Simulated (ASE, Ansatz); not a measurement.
**What do other settings change for graphene/1T-TiSe2 heterobilayer (65 atoms)?**

The cell holds 65 atoms: 38 C, 9 Ti and 18 Se. Its edges and angles: a = 10.671 Å, b = 10.671 Å, c = 18.460 Å, α = 90.0°, β = 90.0°, γ = 120.0°. It derives from C and TiSe2. 19 cells of graphene (a = 2.46 Å, strained -0.48 %) and 9 cells of 1T-TiSe2 (a = 3.54 Å, +0.48 %) on one hexagonal cell, twist 36.59 deg; facing planes 3.36 Å apart; 12 Å of vacuum; displaced by a Gaussian of 0.01 Å. Regions: layer 1, 38 atoms (38 C); layer 2, 27 atoms (9 Ti and 18 Se). Vacuum lies along c.

Geometry: as built.

Reference run: Kohn-Sham DFT, PBE+D4, PAW (set soft_2, large core), plane waves (Ansatz 0.2.0), cutoff 420 eV, k-mesh 2×2×1, fermi-dirac smearing of 0.025 eV.

| Quantity | Value |
| --- | --- |
| r.m.s. force component | 0.441 eV/Å |
| SCF cycles | 12 |
| time | 35 s on 4 threads of AMD EPYC 9R45, shared host |

Variants, in no order:
A. kpoints.mp_grid.grid = [3, 3, 1]
B. support functions medium, radius 3.8 Å
C. support functions medium, radius 3.51 Å

Q: Order the variants from the smallest to the largest r.m.s. change of the forces.

B, C, A.

```tsv
variant	Δ force, r.m.s. (meV/Å)	share of r.m.s. force (%)
B. support functions medium, radius 3.8 Å	0.429	0.0973
C. support functions medium, radius 3.51 Å	0.738	0.167
A. kpoints.mp_grid.grid = [3, 3, 1]	17.6	4.00
```

The slab bears a dipole and has periodic images along its normal, so a spurious field crosses the vacuum. The main run has no spin polarisation, so moments on Ti can't form in it, and no Hubbard term.

[Logs are printed without paths, hosts, clocks, repeated set-up lines and the standing remarks that a program may print on its own settings, such as how far it seeks lower states.]

[Hosts, paths, dates, database ids (printed as entryN), source tags and the programs' standing remarks are cut or masked in the printed files.]
